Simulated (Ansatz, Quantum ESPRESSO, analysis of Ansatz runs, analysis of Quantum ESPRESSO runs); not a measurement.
# Local vibrational mode of the U centre (hydride ion on a halide site) in NaI (QE: PBE) (Quantum ESPRESSO)

Subject: U centre (hydride ion on a halide site) in NaI. Wanted: its local vibrational mode, in one set-up (QE: PBE, GBRV 1.5 PBE, 32-site cell, PBE lattice, k: 2x2x2 shifted, start relaxed with Ansatz). The model is a cell of 32 host atoms with 1 I taken out and 1 H put in. The frequencies come from force constants among the defect atom and its neighbours, with the masses of the isotopes named. Other potentials or another program check that the number doesn't hang on one set of files.

What was measured. Threefold local mode of H-: 426.8 cm⁻¹, by infrared absorption (4.2-77 K) (quoted in “Electronic Absorption and Internal and External Vibrational Data of Atomic and Molecular Ions Doped in Alkali Halide Crystals (NSRDS-NBS 52)”, 1974, S. C. Jain, A. V. R. Warrier, S. K. Agarwal, quoting earlier work (1969)). Threefold local mode of D-: 318.5 cm⁻¹, by infrared absorption (4.2-77 K) (quoted in “Electronic Absorption and Internal and External Vibrational Data of Atomic and Molecular Ions Doped in Alkali Halide Crystals (NSRDS-NBS 52)”, 1974, S. C. Jain, A. V. R. Warrier, S. K. Agarwal, quoting earlier work (1969)). The calculation is set beside it at the end.

Main program and level: Quantum ESPRESSO 7.5; Quantum ESPRESSO plane-wave DFT, PBE, GBRV 1.5 PBE potentials; relaxation of all atoms of a defect supercell.

## 1. Set-up

The cell holds 32 atoms: 16 Na, 15 I and 1 H. Its edges and angles: a = 11.316 Å, b = 11.316 Å, c = 11.316 Å, α = 109.5°, β = 109.5°, γ = 109.5°. It derives from NaI (space group Fm-3m). Nearest the centre at fractional (0.500, 0.500, 0.500): H27 at 0.00 Å, Na6 at 2.97 Å, Na16 at 2.97 Å, Na10 at 2.97 Å, Na7 at 2.97 Å, Na15 at 2.97 Å, Na12 at 2.97 Å, I29 at 4.56 Å.

The host's primitive cell comes from a first run (Quantum ESPRESSO plane-wave DFT, PBE, GBRV 1.5 PBE potentials; relaxation of cell and atoms of a defect-free cell): vectors of 4.620, 4.620 and 4.620 Å. That is 34.86 Å³ an atom, 2.8 % over the diffraction cell's volume. The supercell is built on it.

This program's steps are dear, so the start below was first relaxed with Ansatz (plane-wave PAW DFT, PBE; 22 s).

## 2. Relaxation, charge 0

Every later number rests on the structure around the defect, so the atoms are relaxed at the host's lattice first.

pw.in reads:

```
&CONTROL
  calculation = 'relax'
  prefix = 'pwscf'
  outdir = './tmp'
  pseudo_dir = './pseudo'
  tprnfor = .true.
  disk_io = 'low'
  nstep = 70
  forc_conv_thr = 0.00039
  etot_conv_thr = 0.0001
/
&SYSTEM
  ibrav = 0
  nat = 32
  ntyp = 3
  ecutwfc = 45
  ecutrho = 360
  nbnd = 129
  occupations = 'smearing'
  smearing = 'fd'
  degauss = 0.00073499
/
&ELECTRONS
  conv_thr = 3d-08
  electron_maxstep = 100
  mixing_beta = 0.5
/
&IONS
  ion_dynamics = 'bfgs'
/
ATOMIC_SPECIES
Na    22.9898 na_pbe_v1.5.uspp.F.UPF
I    126.9045 i_pbe_v1.uspp.F.UPF
H      1.0080 h_pbe_v1.4.uspp.F.UPF
CELL_PARAMETERS angstrom
  -6.5333634812    6.5333634812    6.5333634812
   6.5333634812   -6.5333634812    6.5333634812
   6.5333634812    6.5333634812   -6.5333634812
ATOMIC_POSITIONS crystal
Na     0.0000000000    0.0000000000    0.0000000000
Na     0.0000000000    0.2500000000    0.7500000000
Na     0.0000000000    0.5000000000    0.5000000000
Na     0.0000000000    0.7500000000    0.2500000000
Na     0.2500000000    0.0000000000    0.7500000000
Na     0.2730422627    0.2730422627    0.5000000000
Na     0.2730422627    0.5000000000    0.2730422627
Na     0.2500000000    0.7500000000    0.0000000000
Na     0.5000000000    0.0000000000    0.5000000000
Na     0.5000000000    0.2730422627    0.2730422627
Na     0.5000000000    0.5000000000    0.0000000000
Na     0.5000000000    0.7269577373    0.7269577373
Na     0.7500000000    0.0000000000    0.2500000000
Na     0.7500000000    0.2500000000    0.0000000000
Na     0.7269577373    0.5000000000    0.7269577373
Na     0.7269577373    0.7269577373    0.5000000000
I      0.0000000000    0.0000000000    0.5000000000
I      0.0060135679    0.2530067839    0.2530067839
I      0.0000000000    0.5000000000    0.0000000000
I     -0.0060135679    0.7469932161    0.7469932161
I      0.2530067839    0.0060135679    0.2530067839
I      0.2530067839    0.2530067839    0.0060135679
I      0.2530067839    0.5000000000    0.7469932161
I      0.2530067839    0.7469932161    0.5000000000
I      0.5000000000    0.0000000000    0.0000000000
I      0.5000000000    0.2530067839    0.7469932161
H      0.5000000000    0.5000000000    0.5000000000
I      0.5000000000    0.7469932161    0.2530067839
I      0.7469932161   -0.0060135679    0.7469932161
I      0.7469932161    0.2530067839    0.5000000000
I      0.7469932161    0.5000000000    0.2530067839
I      0.7469932161    0.7469932161   -0.0060135679
K_POINTS automatic
2 2 2 1 1 1
```

The run is started by

```
> OMP_NUM_THREADS=1 mpirun -n 8 pw.x -nk 2 -in pw.in > pw.out
```

What it wrote:

```text
This program is part of the open-source Quantum ESPRESSO suite
     for quantum simulation of materials; please cite
         "P. Giannozzi et al., J. Phys.:Condens. Matter 21 395502 (2009);
         "P. Giannozzi et al., J. Phys.:Condens. Matter 29 465901 (2017);
         "P. Giannozzi et al., J. Chem. Phys. 152 154105 (2020);
          URL
     in publications or presentations arising from this work. More details at

     Message from routine setup:
     using ibrav=0 with symmetry is DISCOURAGED, use correct ibrav instead

     K-points division:     npool     =       2
     Subspace diagonalization in iterative solution of the eigenvalue problem:
     a serial algorithm will be used

     --------------------
     sticks:   dense  smooth     PW     G-vecs:    dense   smooth      PW
     Min        3089    1543    413               217200    76762   10584
     Max        3090    1544    414               217203    76765   10586
     Sum       12359    6175   1653               868807   307057   42339

     Using Slab Decomposition

     bravais-lattice index     =            0
     lattice parameter (alat)  =      21.3844  a.u.
     unit-cell volume          =    7527.7824 (a.u.)^3
     number of atoms/cell      =           32
     number of atomic types    =            3
     number of electrons       =       250.00
     number of Kohn-Sham states=          129
     kinetic-energy cutoff     =      45.0000  Ry
     charge density cutoff     =     360.0000  Ry
     scf convergence threshold =      3.0E-08
     mixing beta               =       0.5000
     number of iterations used =            8  plain     mixing
     energy convergence thresh.=      1.0E-04
     force convergence thresh. =      3.9E-04
     Exchange-correlation=  SLA  PW   PBX  PBC
                           (   1   4   3   4   0   0   0)
     nstep                     =           70

     celldm(1)=  21.384363  celldm(2)=   0.000000  celldm(3)=   0.000000
     celldm(4)=   0.000000  celldm(5)=   0.000000  celldm(6)=   0.000000

     crystal axes: (cart. coord. in units of alat)
               a(1) = (  -0.577350   0.577350   0.577350 )
               a(2) = (   0.577350  -0.577350   0.577350 )
               a(3) = (   0.577350   0.577350  -0.577350 )

     reciprocal axes: (cart. coord. in units 2 pi/alat)
               b(1) = ( -0.000000  0.866025  0.866025 )
               b(2) = (  0.866025 -0.000000  0.866025 )
               b(3) = (  0.866025  0.866025  0.000000 )

     PseudoPot. # 1 for Na read from file:
     na_pbe_v1.5.uspp.F.UPF
     Pseudo is Ultrasoft, Zval =  9.0
     Generated by new atomic code, or converted to UPF format
     Using radial grid of  819 points,  5 beta functions with:
                l(1) =   0
                l(2) =   0
                l(3) =   1
                l(4) =   1
                l(5) =   2
     Q(r) pseudized with  8 coefficients,  rinner =    1.250   1.250   1.250
                                                       1.250   1.250

     PseudoPot. # 2 for I  read from file:
     i_pbe_v1.uspp.F.UPF
     Pseudo is Ultrasoft + core correction, Zval =  7.0
     Generated by new atomic code, or converted to UPF format
     Using radial grid of  893 points,  6 beta functions with:
                l(1) =   0
                l(2) =   0
                l(3) =   1
                l(4) =   1
                l(5) =   2
                l(6) =   2
     Q(r) pseudized with  8 coefficients,  rinner =    1.500   1.500   1.500
                                                       1.500   1.500

     PseudoPot. # 3 for H  read from file:
     h_pbe_v1.4.uspp.F.UPF
     Pseudo is Ultrasoft, Zval =  1.0
     Generated by new atomic code, or converted to UPF format
     Using radial grid of  615 points,  2 beta functions with:
                l(1) =   0
                l(2) =   0
     Q(r) pseudized with  8 coefficients,  rinner =    0.700

     atomic species   valence    mass     pseudopotential
     Na                9.00    22.98980     Na( 1.00)
     I                 7.00   126.90450     I ( 1.00)
     H                 1.00     1.00800     H ( 1.00)

     48 Sym. Ops., with inversion, found (36 have fractional translation)

   Cartesian axes

     site n.     atom                  positions (alat units)
         1        Na     tau(   1) = (   0.0000000   0.0000000   0.0000000  )
         2        Na     tau(   2) = (   0.5773503   0.2886751  -0.2886751  )
         3        Na     tau(   3) = (   0.5773503   0.0000000   0.0000000  )
         4        Na     tau(   4) = (   0.5773503  -0.2886751   0.2886751  )
         5        Na     tau(   5) = (   0.2886751   0.5773503  -0.2886751  )
         6        Na     tau(   6) = (   0.2886751   0.2886751   0.0266069  )
         7        Na     tau(   7) = (   0.2886751   0.0266069   0.2886751  )
         8        Na     tau(   8) = (   0.2886751  -0.2886751   0.5773503  )
         9        Na     tau(   9) = (   0.0000000   0.5773503   0.0000000  )
        10        Na     tau(  10) = (   0.0266069   0.2886751   0.2886751  )
        11        Na     tau(  11) = (   0.0000000   0.0000000   0.5773503  )
        12        Na     tau(  12) = (   0.5507434   0.2886751   0.2886751  )
        13        Na     tau(  13) = (  -0.2886751   0.5773503   0.2886751  )
        14        Na     tau(  14) = (  -0.2886751   0.2886751   0.5773503  )
        15        Na     tau(  15) = (   0.2886751   0.5507434   0.2886751  )
        16        Na     tau(  16) = (   0.2886751   0.2886751   0.5507434  )
        17        I      tau(  17) = (   0.2886751   0.2886751  -0.2886751  )
        18        I      tau(  18) = (   0.2886751   0.0034719   0.0034719  )
        19        I      tau(  19) = (   0.2886751  -0.2886751   0.2886751  )
        20        I      tau(  20) = (   0.8660254  -0.0034719  -0.0034719  )
        21        I      tau(  21) = (   0.0034719   0.2886751   0.0034719  )
        22        I      tau(  22) = (   0.0034719   0.0034719   0.2886751  )
        23        I      tau(  23) = (   0.5738783   0.2886751   0.0034719  )
        24        I      tau(  24) = (   0.5738783   0.0034719   0.2886751  )
        25        I      tau(  25) = (  -0.2886751   0.2886751   0.2886751  )
        26        I      tau(  26) = (   0.2886751   0.5738783   0.0034719  )
        27        H      tau(  27) = (   0.2886751   0.2886751   0.2886751  )
        28        I      tau(  28) = (   0.2886751   0.0034719   0.5738783  )
        29        I      tau(  29) = (  -0.0034719   0.8660254  -0.0034719  )
[...]
ethr =  1.87E-06,  avg # of iterations =  4.0

     total energy              =   -2514.25300018 Ry
     estimated scf accuracy    <       0.00017410 Ry

     iteration #  5     ecut=    45.00 Ry     beta= 0.50
     Davidson diagonalization with overlap
     ethr =  6.96E-08,  avg # of iterations =  5.5

     total energy              =   -2514.25317246 Ry
     estimated scf accuracy    <       0.00001831 Ry

     iteration #  6     ecut=    45.00 Ry     beta= 0.50
     Davidson diagonalization with overlap
     ethr =  7.32E-09,  avg # of iterations =  5.0

     total energy              =   -2514.25318863 Ry
     estimated scf accuracy    <       0.00000197 Ry

     iteration #  7     ecut=    45.00 Ry     beta= 0.50
     Davidson diagonalization with overlap
     ethr =  7.86E-10,  avg # of iterations =  4.5

     total energy              =   -2514.25319122 Ry
     estimated scf accuracy    <       0.00000015 Ry

     iteration #  8     ecut=    45.00 Ry     beta= 0.50
     Davidson diagonalization with overlap
     ethr =  6.11E-11,  avg # of iterations =  5.5

     End of self-consistent calculation

          k = 0.4330 0.4330 0.4330 ( 38532 PWs)   bands (ev):

   -49.4200 -49.4199 -49.4199 -49.4199 -49.4198 -49.4198 -49.3678 -49.3678
   -49.3678 -49.3678 -49.3601 -49.3601 -49.3601 -49.3600 -49.3600 -49.3600
   -21.3377 -21.3377 -21.3377 -21.3365 -21.3365 -21.3365 -21.3357 -21.3357
   -21.3357 -21.3342 -21.3342 -21.3342 -21.3330 -21.3300 -21.3300 -21.3300
   -21.3291 -21.3291 -21.2844 -21.2844 -21.2842 -21.2842 -21.2842 -21.2841
   -21.2841 -21.2841 -21.2832 -21.2832 -21.2832 -21.2832 -21.2782 -21.2779
   -21.2779 -21.2775 -21.2775 -21.2775 -21.2774 -21.2774 -21.2774 -21.2769
   -21.2769 -21.2768 -21.2699 -21.2699 -21.2699 -21.2685 -21.2685 -21.2685
    -9.5811  -9.5799  -9.5799  -9.5799  -9.4382  -9.4382  -9.4382  -9.4257
    -9.4257  -9.4245  -9.4245  -9.4245  -9.1941  -9.1941  -9.1941  -0.6269
    -0.5112  -0.5112  -0.5112  -0.4058  -0.4058  -0.4058  -0.3753  -0.3753
    -0.3200  -0.3200  -0.3200  -0.1685   0.0633   0.0633   0.0633   0.2747
     0.2747   0.2747   0.3205   0.3205   0.3955   0.3955   0.3955   0.6273
     0.6273   0.6273   0.6348   0.6774   0.6774   0.6774   0.7855   0.7870
     0.7870   0.7870   0.8041   0.8041   0.9325   0.9325   0.9325   1.1406
     1.1406   1.1406   1.2273   1.2273   1.6195   5.8712   5.8712   5.8712
     6.2223

          k = 0.0000 0.0000 0.4330 ( 38310 PWs)   bands (ev):

[...]
-9.6532  -9.5434  -9.5434  -9.4961  -9.4803  -9.4696  -9.4694  -9.4694
    -9.4281  -9.4099  -9.4099  -9.3896  -9.2000  -9.1958  -9.1846  -0.6989
    -0.6362  -0.5357  -0.5357  -0.3886  -0.3818  -0.3818  -0.3135  -0.3135
    -0.3094  -0.2452  -0.0927  -0.0674  -0.0405  -0.0046  -0.0046   0.0344
     0.1508   0.1508   0.3716   0.3716   0.4038   0.5385   0.5952   0.6469
     0.6469   0.6692   0.6737   0.6931   0.6931   0.6931   0.7180   0.7637
     0.7786   0.7786   0.8892   0.8892   0.9254   0.9345   1.0072   1.0072
     1.0281   1.0496   1.1794   1.1794   1.6415   5.3903   6.0342   6.0705
     6.0705

     the Fermi energy is     2.8322 ev

!    total energy              =   -2514.25319190 Ry
     estimated scf accuracy    <          9.8E-09 Ry
     smearing contrib. (-TS)   =       0.00000000 Ry
     internal energy E=F+TS    =   -2514.25319190 Ry

     The total energy is F=E-TS. E is the sum of the following terms:
     one-electron contribution =   -1396.78897914 Ry
     hartree contribution      =     759.56347288 Ry
     xc contribution           =    -957.10587218 Ry
     ewald contribution        =    -919.92181347 Ry

     convergence has been achieved in   8 iterations

     Forces acting on atoms (cartesian axes, Ry/au):

     atom    1 type  1   force =    -0.00000000   -0.00000000   -0.00000000
     atom    2 type  1   force =     0.00000000    0.00000000    0.00000000
     atom    3 type  1   force =     0.00000000   -0.00000000    0.00000000
     atom    4 type  1   force =    -0.00000000   -0.00000000    0.00000000
     atom    5 type  1   force =    -0.00000000   -0.00000000    0.00000000
     atom    6 type  1   force =     0.00000000    0.00000000   -0.00000310
     atom    7 type  1   force =    -0.00000000   -0.00000310    0.00000000
     atom    8 type  1   force =     0.00000000   -0.00000000    0.00000000
     atom    9 type  1   force =    -0.00000000    0.00000000   -0.00000000
     atom   10 type  1   force =    -0.00000310   -0.00000000    0.00000000
     atom   11 type  1   force =     0.00000000    0.00000000    0.00000000
     atom   12 type  1   force =     0.00000310   -0.00000000   -0.00000000
     atom   13 type  1   force =     0.00000000    0.00000000    0.00000000
     atom   14 type  1   force =    -0.00000000    0.00000000   -0.00000000
     atom   15 type  1   force =     0.00000000    0.00000310   -0.00000000
     atom   16 type  1   force =    -0.00000000   -0.00000000    0.00000310
[...]
atom   25 type  2   force =    -0.00000000    0.00000000    0.00000000
     atom   26 type  2   force =    -0.00000000   -0.00001858    0.00001858
     atom   27 type  3   force =    -0.00000000   -0.00000000   -0.00000000
     atom   28 type  2   force =    -0.00000000    0.00001858   -0.00001858
     atom   29 type  2   force =    -0.00001858    0.00000000   -0.00001858
     atom   30 type  2   force =     0.00001858   -0.00001858    0.00000000
     atom   31 type  2   force =     0.00001858   -0.00000000   -0.00001858
     atom   32 type  2   force =    -0.00001858   -0.00001858   -0.00000000

     Total force =     0.000091     Total SCF correction =     0.000142
     SCF correction compared to forces is large: reduce conv_thr to get better values

     BFGS Geometry Optimization
     Energy error            =      8.3E-09 Ry
     Gradient error          =      1.9E-05 Ry/Bohr

     bfgs converged in   1 scf cycles and   0 bfgs steps
     (criteria: energy <  1.0E-04 Ry, force <  3.9E-04 Ry/Bohr)

     End of BFGS Geometry Optimization

     Final energy             =   -2514.2531919044 Ry
Begin final coordinates

ATOMIC_POSITIONS (crystal)
Na               0.0000000000        0.0000000000        0.0000000000
Na              -0.0000000000        0.2500000000        0.7500000000
Na              -0.0000000000        0.5000000000        0.5000000000
Na               0.0000000000        0.7500000000        0.2500000000
Na               0.2500000000       -0.0000000000        0.7500000000
Na               0.2730422627        0.2730422627        0.5000000000
Na               0.2730422627        0.5000000000        0.2730422627
Na               0.2500000000        0.7500000000        0.0000000000
Na               0.5000000000       -0.0000000000        0.5000000000
Na               0.5000000000        0.2730422627        0.2730422627
Na               0.5000000000        0.5000000000        0.0000000000
Na               0.5000000000        0.7269577373        0.7269577373
Na               0.7500000000        0.0000000000        0.2500000000
Na               0.7500000000        0.2500000000       -0.0000000000
Na               0.7269577373        0.5000000000        0.7269577373
Na               0.7269577373        0.7269577373        0.5000000000
[...]
I                0.5000000000        0.0000000000       -0.0000000000
I                0.5000000000        0.2530067839        0.7469932161
H                0.5000000000        0.5000000000        0.5000000000
I                0.5000000000        0.7469932161        0.2530067839
I                0.7469932161       -0.0060135679        0.7469932161
I                0.7469932161        0.2530067839        0.5000000000
I                0.7469932161        0.5000000000        0.2530067839
I                0.7469932161        0.7469932161       -0.0060135679
End final coordinates

=------------------------------------------------------------------------------=
   JOB DONE.
=------------------------------------------------------------------------------=
```

Wall time 78 s (8 MPI ranks of Arm Neoverse V1, shared host); peak memory 4.5 GiB.

Hardly anything moved in the relaxation; the energy changed by under 0.2 meV an atom.

Neighbours of H27 at the end:

```csv
atom,distance (Å)
Na6,2.966
Na16,2.966
Na10,2.966
Na12,2.966
Na15,2.966
Na7,2.966
I21,4.564
I29,4.564
I18,4.564
I20,4.564
I32,4.564
I22,4.564
I26,4.564
I28,4.564
I30,4.564
I24,4.564
```

(Part 1 of 2 ends here.)

[Logs are printed without paths, hosts, clocks, repeated set-up lines and the standing remarks that a program may print on its own settings, such as how far it seeks lower states.]

[Hosts, paths, dates, database ids (printed as entryN), source tags and the programs' standing remarks are cut or masked in the printed files.]

[For some hosts the program warned that the k-mesh of the response run may be too coarse for force constants and the static dielectric constant; such warnings are not shown here.]
